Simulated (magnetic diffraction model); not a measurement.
# Which magnetic order? MnZnSn2O6

Space group P2/c (no. 13), a = 5.6440 Å, b = 9.6750 Å, c = 9.8980 Å, β = 101.00°.

| site | atom | x | y | z |
| --- | --- | --- | --- | --- |
| 4g | Sn | 0.2120 | 0.3340 | 0.9433 |
| 4g | Sn | 0.7211 | 0.8345 | 0.4459 |
| 2f | Zn | 1/2 | 0.5182 | 3/4 |
| 2e | Zn | 0 | 0.0241 | 1/4 |
| 2e | Mn | 0 | 0.6410 | 3/4 |
| 2f | Mn | 1/2 | 0.1371 | 1/4 |
| 4g | O | 0.7720 | 0.1679 | 0.1225 |
| 4g | O | 0.2706 | 0.6640 | 0.6272 |
| 4g | O | 0.7557 | 0.4892 | 0.6334 |
| 4g | O | 0.2576 | 0.9864 | 0.1305 |
| 4g | O | 0.0731 | 0.2688 | 0.6052 |
| 4g | O | 0.5748 | 0.7739 | 0.1101 |

This is a made-up structure (elements placed in a structure type, unrelaxed), so the numbers test the method and describe no known phase.

Only Mn is taken to order (form factors of Mn2+); orders and moment sizes are assumed, and not adapted to the symmetry. Radiation: neutrons of λ = 1.909 Å, 3° to 30°; isotropic B of 0.28 Å² (Sn), 0.32 Å² (Zn), 0.45 Å² (Mn) and 0.63 Å² (O). Simulated constant-wavelength pattern: nuclear and magnetic terms add, the magnetic one as |2.695 fm × Σ f S⊥ exp(2πi Q·r) exp(−B s²)|², summed over all Q at one angle with the factor 1/(sin²θ cos θ). For collinear order S is the moment m, which repeats by lattice and centring translations R with the sign exp(−2πi k·R). Free-ion form factors, Sears's scattering lengths of 1992, no absorption; a label names one of the reflections at its angle. The strongest nuclear line in the range is 100, and lines under 0.2 are left out.

Above the ordering temperature:

```csv
2θ (°),index,I
16.01,(0 1 1),100.0
22.66,(0 0 2),49.0
22.76,(0 2 0),17.0
22.90,(1 1 0),36.6
25.40,(0 1 2),0.2
```

Below it (cell unchanged):

```tsv
2θ (°)	I
12.62	25.8
16.01	100.0
20.46	22.8
20.65	76.0
21.66	70.0
22.66	49.0
22.76	17.0
22.90	36.6
23.38	7.8
25.37	48.7
25.40	0.2
26.25	7.9
27.07	7.1
27.82	37.9
28.48	19.6
```

**Question.** Find the propagation vector, then choose among these models:
A. collinear moments along [010], 4.72 μB on Mn; signs + at (0, 0.6410, 3/4), − at (0, 0.3590, 1/4), + at (1/2, 0.1371, 1/4), − at (1/2, 0.8629, 3/4)
B. collinear moments along [110], 4.72 μB on Mn; signs + at (0, 0.6410, 3/4), − at (0, 0.3590, 1/4), + at (1/2, 0.1371, 1/4), − at (1/2, 0.8629, 3/4)
C. collinear moments along [110], 4.72 μB on Mn; signs + at (0, 0.6410, 3/4), + at (0, 0.3590, 1/4), − at (1/2, 0.1371, 1/4), − at (1/2, 0.8629, 3/4)
D. collinear moments along [010], 4.72 μB on Mn; signs + at (0, 0.6410, 3/4), + at (0, 0.3590, 1/4), − at (1/2, 0.1371, 1/4), − at (1/2, 0.8629, 3/4)

The new lines index as (0 1/2 1) at 12.62°, (0 3/2 1) at 20.46°, (1 1/2 0) at 20.65° and (1 1/2 -1) at 21.66°, that is as H ± k with k = (0 1/2 0). Half indices mean that the moments reverse under translations with k·R a half-integer, and the magnetic cell has twice the primitive volume.

Magnetic intensity, observed (below minus above) and for each model:

| 2θ (°) | index | observed | A | B | C | D |
| --- | --- | --- | --- | --- | --- | --- |
| 5.66 | (0 1/2 0) | <0.2 | <0.2 | 21.5 | 22.1 | <0.2 |
| 17.02 | (0 3/2 0) | <0.2 | <0.2 | 14.4 | 13.4 | <0.2 |
| 20.46 | (0 3/2 1) | 22.8 | 21.2 | 33.4 | 36.0 | 22.8 |
| 20.65 | (1 1/2 0) | 76.0 | 77.8 | 60.4 | 59.0 | 76.0 |
| 21.66 | (1 1/2 -1) | 70.0 | 68.3 | 54.5 | 55.9 | 70.0 |
| 25.37 | (1 1/2 1) | 48.7 | 47.5 | 40.6 | 41.6 | 48.7 |
| 27.82 | (1 1/2 -2) | 37.9 | 38.8 | 34.2 | 33.4 | 37.9 |
| 28.56 | (0 5/2 0) | <0.2 | <0.2 | 4.9 | 5.5 | <0.2 |

Model D matches.

The absence at (0 1/2 0) is telling: Q lies along the moments there, so the part normal to Q vanishes.

The structure used: k = (0 1/2 0), collinear moments along [010], 4.72 μB on Mn; signs + at (0, 0.6410, 3/4), + at (0, 0.3590, 1/4), − at (1/2, 0.1371, 1/4), − at (1/2, 0.8629, 3/4).

[Logs are printed without paths, hosts, clocks, repeated set-up lines and the standing remarks that a program may print on its own settings, such as how far it seeks lower states.]
